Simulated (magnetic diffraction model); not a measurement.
## Ca2MnS4 below its ordering temperature

Space group I4/mmm (no. 139), a = 4.5670 Å, c = 14.4680 Å.

```
site  atom    x    y       z
  2a    Mn    0    0       0
  4e    Ca  1/2  1/2  0.1455
  4e     S  1/2  1/2  0.3321
  4c     S    0  1/2       0
```

The compound is invented for this exercise: a known structure type with other elements, its cell scaled to their sizes and not relaxed.

Only Mn is taken to order (form factors of Mn4+); orders and moment sizes are assumed, and not adapted to the symmetry. Radiation: neutrons of λ = 2.567 Å, 2° to 90°; isotropic B of 0.25 Å² (Mn), 0.36 Å² (Ca) and 0.36 Å² (S). The intensities are simulated: I ∝ L Σ (|F_N|² + |F_M⊥|²) for unpolarised neutrons, with F_M = 2.695 fm/μB × Σ f(s) S exp(2πi Q·r) exp(−B s²) at Q = H ± k (one set where k and −k are equivalent), only the part normal to Q counting and L = 1/(sin²θ cos θ). For a modulated order the moment at position r is S exp(−2πi k·r) + c.c., with S = m/2 for a sine wave of amplitude m and S = m(u + iv)/2 for moments turning in a plane, u and v being orthogonal unit vectors in it; the phase factor of the sum at Q = H + k is then exp(2πi H·r). Form factors are spin-only for 3d ions and dipole or tabulated for f ions, scattering lengths are Sears's of 1992, and absorption is left out. A label names one of the reflections at its angle. The strongest nuclear line in the range is 100, and lines under 0.2 are left out.

Above the ordering temperature:

```
2θ (°)    index      I
 20.44  (0 0 2)    5.4
 34.28  (1 0 1)   31.8
 41.57  (0 0 4)   10.0
 45.54  (1 0 3)    0.2
 46.84  (1 1 0)    6.5
 51.60  (1 1 2)   75.1
 64.32  (0 0 6)   12.2
 64.39  (1 1 4)  100.0
 68.40  (2 0 0)   32.2
 72.23  (2 0 2)    2.4
 78.79  (2 1 1)   16.5
 83.26  (1 1 6)    1.4
 83.32  (2 0 4)   13.8
 85.94  (1 0 7)   18.6
 86.07  (2 1 3)    0.2
```

Below it (cell unchanged):

| 2θ (°) | I |
| --- | --- |
| 8.06 | 45.0 |
| 20.44 | 5.4 |
| 22.00 | 21.4 |
| 26.44 | 8.9 |
| 34.28 | 31.8 |
| 35.27 | 8.9 |
| 39.69 | 5.0 |
| 41.13 | 2.9 |
| 41.57 | 10.0 |
| 42.41 | 5.2 |
| 42.49 | 2.8 |
| 45.54 | 0.2 |
| 46.33 | 6.3 |
| 46.35 | 5.2 |
| 46.84 | 6.5 |
| 51.60 | 75.1 |
| 52.30 | 2.2 |
| 53.47 | 1.5 |
| 57.84 | 2.8 |
| 58.83 | 2.1 |
| 58.92 | 0.6 |
| 59.91 | 3.4 |
| 63.05 | 1.1 |
| 63.98 | 3.2 |
| 64.32 | 12.2 |
| 64.39 | 100.0 |
| 64.94 | 1.8 |
| 68.40 | 32.2 |
| 68.92 | 1.2 |
| 69.01 | 0.8 |
| 69.92 | 2.1 |
| 69.97 | 1.5 |
| 72.23 | 2.4 |
| 72.82 | 1.5 |
| 74.67 | 0.8 |
| 74.72 | 1.3 |
(The table stops after 36 lines; 16 more lie at higher angle.)

**Question.** Check that the new lines index with k = (1/4 0 0), then choose among these models:
A. moments turning in the plane of [001] and [100], 2.87 μB on Mn
B. moments turning in the plane of [100] and [010], 2.87 μB on Mn
C. a sine wave with moments along [001] (amplitudes given), 2.87 μB on Mn
D. a sine wave with moments along [010] (amplitudes given), 2.87 μB on Mn

The new lines index as (1/4 0 0) at 8.06°, (1/4 0 2) at 22.00°, (3/4 0 1) at 26.44° and (1/4 1 1) at 35.27°, that is as H ± k with k = (1/4 0 0), one of 2 inequivalent arms of its star (k and −k counted as one), which a powder can't tell apart. Satellites come in pairs about each point of the reciprocal lattice.

Magnetic intensity, observed (below minus above) and for each model:

| 2θ (°) | index | observed | A | B | C | D |
| --- | --- | --- | --- | --- | --- | --- |
| 22.00 | (1/4 0 2) | 21.4 | 11.5 | 21.4 | 1.6 | 11.5 |
| 35.27 | (1/4 1 1) | 8.9 | 15.2 | 8.9 | 7.5 | 1.1 |
| 39.69 | (3/4 0 3) | 5.0 | 3.1 | 5.0 | 1.2 | 3.1 |
| 41.13 | (3/4 1 0) | 2.9 | 4.7 | 2.9 | 2.9 | 1.0 |
| 42.41 | (1/4 0 4) | 5.2 | 2.6 | 5.2 | <0.2 | 2.6 |
| 46.33 | (1/4 1 3) | 6.3 | 6.5 | 6.3 | 2.3 | 2.1 |
| 46.35 | (3/4 1 2) | 5.2 | 6.5 | 5.2 | 3.4 | 2.1 |
| 63.98 | (1/4 1 5) | 3.2 | 2.4 | 3.2 | 0.6 | 1.4 |

Model B matches.

The structure used: k = (1/4 0 0), moments turning in the plane of [100] and [010], 2.87 μB on Mn.

[Logs are printed without paths, hosts, clocks, repeated set-up lines and the standing remarks that a program may print on its own settings, such as how far it seeks lower states.]
